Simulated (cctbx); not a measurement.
**Lattice, Laue class and space group of a new crystal**

Cell: a = 7.2890 Å, b = 7.2890 Å, c = 7.2890 Å, α = 90.00°, β = 90.00°, γ = 90.00°. Expected content of the cell: Er2 Mn8 O24 Li6.

The data are simulated with cctbx, not measured: Mo Kα, λ = 0.71073 Å, to d = 0.8 Å, 95 % of the full sphere, strongest reflection 40000 counts, noise from counting, a 4 % proportional error and a noise floor of 2 counts (s.d.); no absorption.

Tests on the unmerged data give:

```text
3049 reflections to d = 0.800 A
centring   violations  <I/sigma> of those
    A        754 of  1522     10.9
    B        749 of  1509     10.9
    C        745 of  1511     10.9
    I          0 of  1554     -0.0
    R        944 of  2017     10.1
    F       1124 of  2271     10.9
Laue class    unique    Rint  (classes that these axes allow; Friedel mates merged)
I 1 2/m 1         424   0.029
I 1 1 2/m         424   0.029
I 2/m 1 1         424   0.029
I m m m           248   0.031
I 4/m             214   0.151
I 4/m m m         138   0.152
I m -3             84   0.034
I m -3 m           56   0.153
space group    extra absences  I>4sigma  <I/sigma>
I 2 3                   0          0         -  acentric
I 21 3                  0          0         -  acentric
I m -3                  0          0         -  centric
Wilson B = 1.11 A^2   <|E^2-1|> = 0.594 (0.968 centric, 0.736 acentric)   E^2>4: 1.2 %
shell (A)         n   <I/sigma>
 5.15 - 1.53     15     77.7
 1.53 - 1.22     11     91.0
 1.22 - 1.07     12     81.7
 1.07 - 0.97     14     79.1
 0.97 - 0.90      7     83.7
 0.90 - 0.85     17     77.4
 0.85 - 0.80      8     67.2
```

**Question.** What are the lattice type, the Laue class and the likely space group?

The reflections that I centring forbids are absent (⟨I/σ⟩ near 0), so the lattice is I.

Rint stays low (0.029 to 0.034) up to I m -3 and is 0.151 or more in the other classes.

3 settings pass the absence test. No glide or screw absences show, which leaves I 2 3, I 21 3 and I m -3.

⟨|E²−1|⟩ = 0.594 leans to a non-centrosymmetric structure, or to twinning, which lowers it. Here that hint misleads: the statistic assumes many like atoms on general positions, and few, heavy or special-position atoms break it. The Wilson B of 1.11 Å² means U ≈ 0.0141 Å².

The true group is Im-3 (no. 204), Laue class m-3, centrosymmetric. The tables only narrow the choice to the tied entries; cell content, site symmetry and trial solutions must settle it.

The model was made for the exercise: a known structure type with other elements put in, its volume estimated, not relaxed; displacement parameters are assumed.

[Logs are printed without paths, hosts, clocks, repeated set-up lines and the standing remarks that a program may print on its own settings, such as how far it seeks lower states.]
